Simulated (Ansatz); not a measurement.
# A convergence test on BaIBr (Pnma): k mesh of the density

Aim: see how gap, energy and time of BaIBr (Pnma) follow the k mesh of the density.

Method: DFT, r2SCAN, plane waves, PAW, in Ansatz 0.2.0.

### Step 1. Set-up

It takes space group Pnma (No. 62, orthorhombic). Conventional cell: a = 8.814 Å, b = 5.124 Å, c = 10.192 Å, α = 90.00°, β = 90.00°, γ = 90.00°. Nearest to Ba lie 4 Br at 3.31 to 3.34 Å and 5 I at 3.67 to 3.76 Å. Nearest to I lie 5 Ba at 3.67 to 3.76 Å. Nearest to Br lie 4 Ba at 3.31 to 3.34 Å. Farther neighbours, and contacts between anions beyond the nearest, are not listed.

The cell and positions are those that the Materials Project relaxed with its own functionals (PBE, PBE+U or r2SCAN), kept fixed. The default PAW set here is soft_2. Its files were made with PBE.

### Step 2. k mesh of the density: 2×2×1

input.yaml reads:

```yaml
crystal:
  lattice:
    - [8.81446039, 0.0, 0.0]
    - [0.0, 5.12429103, 0.0]
    - [0.0, 0.0, 10.19167839]
  atoms:
    - { symbol: Ba, position: [0.72882454, 0.25, 0.37513703] }
    - { symbol: Ba, position: [0.27117546, 0.75, 0.62486297] }
    - { symbol: Ba, position: [0.77117546, 0.75, 0.87513703] }
    - { symbol: Ba, position: [0.22882454, 0.25, 0.12486297] }
    - { symbol: I, position: [0.47161056, 0.25, 0.83177655] }
    - { symbol: I, position: [0.52838944, 0.75, 0.16822345] }
    - { symbol: I, position: [0.02838944, 0.75, 0.33177655] }
    - { symbol: I, position: [0.97161056, 0.25, 0.66822345] }
    - { symbol: Br, position: [0.8564719, 0.25, 0.06668585] }
    - { symbol: Br, position: [0.1435281, 0.75, 0.93331415] }
    - { symbol: Br, position: [0.6435281, 0.75, 0.56668585] }
    - { symbol: Br, position: [0.3564719, 0.25, 0.43331415] }
kpoints:
  mp_grid: { grid: [2, 2, 1] }
  band_path:
    path:
      - [0.0, 0.0, 0.0]
      - [0.5, 0.0, 0.0]
      - [0.5, 0.5, 0.0]
      - [0.0, 0.5, 0.0]
      - [0.0, 0.0, 0.5]
      - [0.5, 0.0, 0.5]
      - [0.5, 0.5, 0.5]
      - [0.0, 0.5, 0.5]
    npoints: 1
hamiltonian:
  xc: r2scan
scf:
  occupations: { method: fixed }
  n_extra_bands: 8
output:
  eigenvalues: true
  forces: true
  stress: true
```

Command:

```console
> ansatz run input.yaml --threads 3 --pin off --max-ram 92160MiB --backend cuda --events-out ev --progress --plain --runs-dir out --devices 1 --max-vram 13GiB
```

Output:

```text
scf.n_extra_bands = 8 over 68 filled bands (N_el = 136.0): the run solves 76 bands
GPUs: using 1 of 1 available (devices: 1).
Engine: ansatz 0.2.0, x86_64-unknown-linux-gnu
Pseudopotentials: kind: paw
Pseudopotential: Ba, paw, valence charge 10, recommended cutoff 500 eV (meta_gga), Ba.paw.azcp
Pseudopotential: I, paw, valence charge 17, recommended cutoff 500 eV (meta_gga), I.paw.azcp
Pseudopotential: Br, paw, valence charge 7, recommended cutoff 500 eV (meta_gga), Br.paw.azcp
Functional definition: r2SCAN
  parameter k0 = 0.174
  parameter k1 = 0.065
  parameter a1 = 4.9479
  exchange = r2scan_x(k0 = k0, k1 = k1, a1 = a1)
  correlation = r2scan_c
concurrent solve slots: 2 of 3 are kept, ahead of what memory takes: no pass of the eigensolver takes more rounds on 2
device memory: the entry about to start is reckoned to put 4.4 GiB on a device that reports 35.4 GiB free (of which the cap on the GPU budget leaves the run 13.0 GiB)
GPU FFT provider: cuFFT
GPU libraries: cuBLAS 13.8.2, cuFFT 12.4.0, cuSOLVER 12.3.4
Crystal: 12 atoms, lattice volume = 460.336 Å³
Basis set: ecut = 500 eV, 11719 PW (Γ), exchange–correlation on 288×160×300 points (64 copies of the dense FFT grid, shifted against one another)
Bands: 76, of which v1, the nominal top of the filled ones, is band 68 counted from 1 (67 counted from 0)
Symmetry: 8 space group operations
Space group: Pnma (ITA 62), of the structure as read, at distance tolerance 7.7e-5 Å
k-points: 4
Non-local potential: Ba, projectors of the file, l = 0: 3, l = 1: 2, l = 2: 2, l = 3: 2
Non-local potential: I, projectors of the file, l = 0: 2, l = 1: 2, l = 2: 2, l = 3: 2
Non-local potential: Br, projectors of the file, l = 0: 2, l = 1: 2, l = 2: 2
PAW form: soft (Blöchl's): semilocal exchange-correlation on the pseudo side does not see the compensation charge
PAW frozen core: Ba, regenerated for the run's functional (the file was generated under x = pbe(κ = 0.804, μ = 0.219515), c = pbe(β = 0.066725))
PAW frozen core: I, regenerated for the run's functional (the file was generated under x = pbe(κ = 0.804, μ = 0.219515), c = pbe(β = 0.066725))
PAW frozen core: Br, regenerated for the run's functional (the file was generated under x = pbe(κ = 0.804, μ = 0.219515), c = pbe(β = 0.066725))
PAW one-centre angular grid: Ba, 302 points (default); XC on 160 Gauss nodes
PAW one-centre angular grid: I, 590 points (default); XC on 160 Gauss nodes
PAW one-centre angular grid: Br, 302 points (default); XC on 160 Gauss nodes
Initial density: superposition of atomic densities (neutral atoms: chi_scale 0, normalization atom), corrected by the library's trained network
Initial wavefunctions: pseudopotential atomic-orbital guess
GPU buffer pool allocated for 216000 grid points (all kernels)
GPU transforms: local potential and band sums: pruned to the plane-wave sphere, on 72×40×75
Functional: x = r2scan, c = r2scan; τ floored in thin density (d = 2e-4 eV/Å³)
SCF iter   1: F=—  HF=-65169.453854 eV  |F-HF|=—  |Δ(HF+E_count)|=         —  Δρ=3.56e-3  dr2=1.09e-1  dr2_τ=2.11e-2  ethr=1.77e-3  ⟨swp⟩=8.8  Hψ=1170  notcnv=0  defer=20
preconditioner: auto → Resta (q_TF=auto, 2.227 Å⁻¹)  ε∞=2.9  [insulator: Δε(μ)=4.054 eV  Ē_g=11.747 eV  n_scr=82 (ndim 8)  ℏωp=16.2 eV  f_vac=0.008  ε∞_Penn≈2.9]
SCF iter   2: F=—  HF=-65169.584519 eV  |F-HF|=—  |Δ(HF+E_count)|=   1.31e-1  Δρ=1.64e-3  dr2=2.25e-2  dr2_τ=1.04e-3  ethr=8.00e-5  ⟨swp⟩=5.0  Hψ=595  notcnv=0  defer=24
SCF iter   3: F=—  HF=-65169.580864 eV  |F-HF|=—  |Δ(HF+E_count)|=   3.66e-3  Δρ=3.95e-4  dr2=7.78e-4  dr2_τ=4.67e-5  ethr=1.65e-5  ⟨swp⟩=4.8  Hψ=523  notcnv=0  defer=22
SCF iter   4: F=—  HF=-65169.581159 eV  |F-HF|=—  |Δ(HF+E_count)|=   2.95e-4  Δρ=8.46e-5  dr2=2.97e-5  dr2_τ=1.66e-6  ethr=5.72e-7  ⟨swp⟩=2.5  Hψ=499  notcnv=0  defer=22
SCF iter   5: F=—  HF=-65169.581275 eV  |F-HF|=—  |Δ(HF+E_count)|=   1.17e-4  Δρ=1.69e-5  dr2=1.59e-6  dr2_τ=8.60e-8  ethr=2.18e-8  ⟨swp⟩=2.0  Hψ=576  notcnv=0  defer=22
SCF iter   6: F=-65169.581277 eV  HF=-65169.581277 eV  |F-HF|=6.10e-9  |Δ(HF+E_count)|=   1.33e-6  Δρ=4.26e-6  dr2=8.92e-8  dr2_τ=1.46e-8  ethr=7.35e-11  ⟨swp⟩=22.5  Hψ=2466  notcnv=0
SCF 1 converged in 6 iterations: F = -65169.581277 eV  dr2 = 8.92e-8
[...]
device memory: the entry about to start is reckoned to put 2.8 GiB on a device that reports 35.4 GiB free (of which the cap on the GPU budget leaves the run 13.0 GiB)
NSCF: frozen V_eff on 8 k-points
SCF converged after 6 iterations
Free energy (F): -65169.581277 eV
Harris-Foulkes:  -65169.581277 eV  (|F-HF|=6.10e-9)
Internal energy: -65169.581277 eV  (E = F + TS)
E sigma→0 (E₀):  -65169.581277 eV
Fermi energy:    4.744836 eV
--- Per-component energies (eV) ---
  E_band       = -1886.224154
  E_kinetic    = 1964.857238
  E_local      = -10541.707129  (includes V_loc(G=0)·N_el)
  E_nonlocal   = 141.303983
  E_hartree    = 4988.040269
  E_xc         = -2120.080807
  E_vxc        = -1611.992399  (∫ρ·V_xc dr)
  E_paw        = -49444.203083  (= ΣΔE_a)
  E_vpaw       = -1898.758484  (= ΣTr[D̂ρ^β])
  E_aug_tail   = -0.000124  (compensation charges beyond the density's cutoff)
  E_vtau       = 84.010216  (kinetic-family band-sum trace: ∫τ·v_τ [+ j·A + Jᵃ·Aᵃ] dr)
  E_ewald      = -10157.732725
  E_core_change = -0.058899  (= ΣΔE_core)
  E_smearing   = -0.000000  (= −TS)
  E_closure    = -0.000000  (closes the sum)
  Σ components = -65169.581277   (vs F -65169.581277, Δ=0.00e0)
--- Forces (eV/Å), atoms counted from 1 ---
  atom   1  Ba    -0.00351757     0.00000000     0.02818150
  atom   2  Ba     0.00351757    -0.00000000    -0.02818150
  atom   3  Ba     0.00351757     0.00000000     0.02818150
  atom   4  Ba    -0.00351757    -0.00000000    -0.02818150
  atom   5  I      0.02092909    -0.00000000    -0.01653704
  atom   6  I     -0.02092909     0.00000000     0.01653704
  atom   7  I     -0.02092909    -0.00000000    -0.01653704
  atom   8  I      0.02092909     0.00000000     0.01653704
  atom   9  Br     0.02312298    -0.00000000    -0.01427315
  atom  10  Br    -0.02312298     0.00000000     0.01427315
  atom  11  Br    -0.02312298    -0.00000000    -0.01427315
  atom  12  Br     0.02312298     0.00000000     0.01427315
  max |Σ_I F_I| component: 1.73e-18 eV/Å
--- Stress (GPa, compression-positive) ---
       -0.267239      -0.000000      -0.000000
       -0.000000      -0.089299      -0.000000
       -0.000000      -0.000000      -0.319430
  P = ⅓ Tr σ = -0.2253 GPa (-2.253 kbar)
--- Band table (eV) ---
  k-point 0: bands = [... 64 lower, 4.4273, 4.5453, 4.6056, 4.7448, 8.7290, 9.3713, 9.5157, 9.6178, ... 4 higher]
  k-point 1: bands = [... 64 lower, 4.1966, 4.1966, 4.3291, 4.3291, 9.9955, 9.9955, 10.1155, 10.1155, ... 4 higher]
  k-point 2: bands = [... 64 lower, 4.2619, 4.2619, 4.6072, 4.6072, 9.2307, 9.2307, 9.6824, 9.6824, ... 4 higher]
  k-point 3: bands = [... 64 lower, 4.3225, 4.3225, 4.3225, 4.3225, 10.2129, 10.2129, 10.2129, 10.2129, ... 4 higher]
```

Elapsed: 7 s, on 1 × NVIDIA H100 80GB HBM3 (shared by 6 runs) with 3 threads of AMD EPYC 7R13 (Zen 3), shared host; peak memory 1.6 GiB; 10 s of CPU time.

This step gave:

| Quantity | Value |
| --- | --- |
| pressure | -0.2253 GPa |
| gap | 3.984 eV |
| valence top at | Γ |
| conduction bottom at | Γ |
| least direct gap | 3.984 eV |

The gap is direct, at Γ.

### Step 3. k mesh of the density: 2×2×2

Changes to input.yaml since step 2:

```diff
@@ -19,3 +19,3 @@
 kpoints:
-  mp_grid: { grid: [2, 2, 1] }
+  mp_grid: { grid: [2, 2, 2] }
   band_path:
@@ -40 +40,5 @@
   stress: true
+  write_density: true
+  write_potential: true
+  elf: true
+  volumetric_format: npy
```

Output:

```text
[...]
GPUs: using 1 of 1 available (devices: 1).
[...]
GPU FFT provider: cuFFT
GPU libraries: cuBLAS 13.8.2, cuFFT 12.4.0, cuSOLVER 12.3.4
Crystal: 12 atoms, lattice volume = 460.336 Å³
Basis set: ecut = 500 eV, 11719 PW (Γ), exchange–correlation on 288×160×300 points (64 copies of the dense FFT grid, shifted against one another)
[...]
k-point 0: bands = [... 64 lower, 4.4237, 4.5431, 4.6032, 4.7404, 8.7294, 9.3711, 9.5150, 9.6173, ... 4 higher]
  k-point 1: bands = [... 64 lower, 4.3230, 4.3230, 4.4843, 4.4843, 9.2014, 9.2014, 9.4853, 9.4853, ... 4 higher]
  k-point 2: bands = [... 64 lower, 4.1935, 4.1935, 4.3251, 4.3251, 9.9951, 9.9951, 10.1159, 10.1159, ... 4 higher]
  k-point 7: bands = [... 64 lower, 4.3592, 4.3592, 4.3592, 4.3592, 10.3158, 10.3158, 10.3158, 10.3158, ... 4 higher]
[key lines of the parts left out:]
SCF converged after 6 iterations
Free energy (F): -65169.630195 eV
Fermi energy:    4.740422 eV
P = ⅓ Tr σ = -0.2660 GPa (-2.660 kbar)
```

Elapsed: 9.4 s, on 1 × NVIDIA H100 80GB HBM3 (shared by 6 runs) with 3 threads; peak memory 1.7 GiB; 14 s of CPU time.

Read from the output:

* pressure: -0.2660 GPa
* gap: 3.989 eV
* valence top at: Γ
* conduction bottom at: Γ
* least direct gap: 3.989 eV

The gap is 3.989 eV, +0.005 eV from the run before at this level.

### Step 4. k mesh of the density: 4×4×2 (the default)

input.yaml, the sections that differ from step 3:

```yaml
kpoints:
  mp_grid: { grid: [4, 4, 2] }
  band_path:
    path:
      - [[0.0, 0.0, 0.0], [0.5, 0.0, 0.0], [0.5, 0.5, 0.0], [0.0, 0.5, 0.0], [0.0, 0.0, 0.0], [0.0, 0.0, 0.5], [0.5, 0.0, 0.5], [0.5, 0.5, 0.5], [0.0, 0.5, 0.5], [0.0, 0.0, 0.5]]
      - [[0.5, 0.0, 0.0], [0.5, 0.0, 0.5]]
      - [[0.0, 0.5, 0.0], [0.0, 0.5, 0.5]]
      - [[0.5, 0.5, 0.0], [0.5, 0.5, 0.5]]
    npoints: 10
scf:
  occupations: { method: fermi_dirac, width: 0.02 }
  n_extra_bands: 8
# crystal, hamiltonian, output: as in step 3
```

Output:

```text
[...]
GPUs: using 1 of 1 available (devices: 1).
[...]
GPU FFT provider: cuFFT
GPU libraries: cuBLAS 13.8.2, cuFFT 12.4.0, cuSOLVER 12.3.4
Crystal: 12 atoms, lattice volume = 460.336 Å³
Basis set: ecut = 500 eV, 11719 PW (Γ), exchange–correlation on 288×160×300 points (64 copies of the dense FFT grid, shifted against one another)
[...]
k-point 0: bands = [... 64 lower, 4.4190, 4.5392, 4.5993, 4.7360, 8.7285, 9.3709, 9.5144, 9.6159, ... 4 higher]
  k-point 1: bands = [... 64 lower, 4.3189, 4.3189, 4.4805, 4.4805, 9.2005, 9.2005, 9.4851, 9.4851, ... 4 higher]
  k-point 2: bands = [... 64 lower, 4.1712, 4.2887, 4.3614, 4.5310, 9.3028, 9.7584, 9.9015, 10.1027, ... 4 higher]
  k-point 17: bands = [... 64 lower, 4.3554, 4.3554, 4.3554, 4.3554, 10.3159, 10.3159, 10.3159, 10.3159, ... 4 higher]
[key lines of the parts left out:]
SCF converged after 7 iterations
Free energy (F): -65169.666642 eV
Fermi energy:    6.734871 eV
P = ⅓ Tr σ = -0.2926 GPa (-2.926 kbar)
```

Elapsed: 18 s, on 1 × NVIDIA H100 80GB HBM3 (shared by 6 runs) with 3 threads; peak memory 2 GiB.

This step gave:

```
pressure             : -0.2926 GPa
gap                  : 3.993 eV
valence top at       : Γ
conduction bottom at : Γ
least direct gap     : 3.993 eV
```

The gap is 3.993 eV, +0.004 eV from the run before at this level.

### Step 5. k mesh of the density: 4×6×4

input.yaml, the sections that differ from step 4:

```yaml
kpoints:
  mp_grid: { grid: [4, 6, 4] }
  band_path:
    path:
      - [0.0, 0.0, 0.0]
      - [0.5, 0.0, 0.0]
      - [0.5, 0.5, 0.0]
      - [0.0, 0.5, 0.0]
      - [0.0, 0.0, 0.5]
      - [0.5, 0.0, 0.5]
      - [0.5, 0.5, 0.5]
      - [0.0, 0.5, 0.5]
    npoints: 1
scf:
  occupations: { method: fixed }
  n_extra_bands: 8
output:
  eigenvalues: true
  forces: true
  stress: true
# crystal, hamiltonian: as in step 4
```

Output:

```text
[...]
GPUs: using 1 of 1 available (devices: 1).
[...]
GPU FFT provider: cuFFT
GPU libraries: cuBLAS 13.8.2, cuFFT 12.4.0, cuSOLVER 12.3.4
Crystal: 12 atoms, lattice volume = 460.336 Å³
Basis set: ecut = 500 eV, 11719 PW (Γ), exchange–correlation on 288×160×300 points (64 copies of the dense FFT grid, shifted against one another)
[...]
k-point 0: bands = [... 64 lower, 4.4189, 4.5391, 4.5991, 4.7359, 8.7285, 9.3709, 9.5144, 9.6159, ... 4 higher]
  k-point 1: bands = [... 64 lower, 4.3373, 4.4807, 4.5404, 4.5695, 8.8708, 9.3831, 9.5253, 9.5460, ... 4 higher]
  k-point 2: bands = [... 64 lower, 4.3188, 4.3188, 4.4803, 4.4803, 9.2005, 9.2005, 9.4851, 9.4851, ... 4 higher]
  k-point 35: bands = [... 64 lower, 4.3553, 4.3553, 4.3553, 4.3553, 10.3159, 10.3159, 10.3159, 10.3159, ... 4 higher]
[key lines of the parts left out:]
SCF converged after 6 iterations
Free energy (F): -65169.667009 eV
Fermi energy:    4.735870 eV
P = ⅓ Tr σ = -0.2931 GPa (-2.931 kbar)
```

Elapsed: 14 s, on 1 × NVIDIA H100 80GB HBM3 (shared by 6 runs) with 3 threads; peak memory 1.6 GiB.

Read from the output:

```
pressure             : -0.2931 GPa
gap                  : 3.993 eV
valence top at       : Γ
conduction bottom at : Γ
least direct gap     : 3.993 eV
```

The gap is 3.993 eV, as in the run before at this level.

### Step 6. The series

Differences are against the last row; a negative gap means that bands overlap, and a run with a band path holds that path's time. Times are wall times on 1 × NVIDIA H100 80GB HBM3 (shared by 6 runs) with 3 threads of AMD EPYC 7R13 (Zen 3), shared host, good to a factor of about two.

| k mesh of the density | gap (eV) | direct gap (eV) | gap error (eV) | energy error (meV/atom) | irreducible k | time |
| --- | --- | --- | --- | --- | --- | --- |
| 2×2×1 | 3.984 | 3.984 | −0.009 | +7.1 | 4 | 7 s |
| 2×2×2 | 3.989 | 3.989 | −0.004 | +3.1 | 8 | 9.4 s |
| 4×4×2 | 3.993 | 3.993 | −0.0001 | +0.0 | 18 | 18 s |
| 4×6×4 | 3.993 | 3.993 | +0.000 | +0.0 | 36 | 14 s |

### Step 7. Summary of results

- 2×2×1: 3.984 eV
- 2×2×2: 3.989 eV
- 4×4×2: 3.993 eV
- 4×6×4: 3.993 eV

The gap holds to 0.02 eV from 2×2×1 on, the cheapest setting tried. At 2×2×1 the gap is off by −0.009 eV and the energy by +7 meV/atom. The gap is read over the mesh and added points near the edges, so meshes differ mainly through the density and, for a hybrid, the exchange operator.

[Long decimals in the printed logs are rounded to 6 places.]

[Logs are printed without paths, hosts, clocks, repeated set-up lines and the standing remarks that a program may print on its own settings, such as how far it seeks lower states.]

[Paths, hosts, dates, memory and timing lines, banners, echoed tables and standing remarks are left out of the program output; an Ansatz launch command may be rebuilt from the run's recorded settings. Measured values are a selection of at most five: reports struck by readers or far from the other reports are left out. None is set beside runs whose start may be inverted or whose files or cutoffs have a known fault.]

[Runs of the session that timed out or met a known fault of the program may be left out.]

[Cells called generated may have been cut or substituted from an entry of the Crystallography Open Database or the Materials Project.]

[Hosts, paths, dates, database ids (printed as entryN), source tags and the programs' standing remarks are cut or masked in the printed files.]

[Where the starting crystal was built by hand or by swapping elements, it need not be the compound's stable phase.]
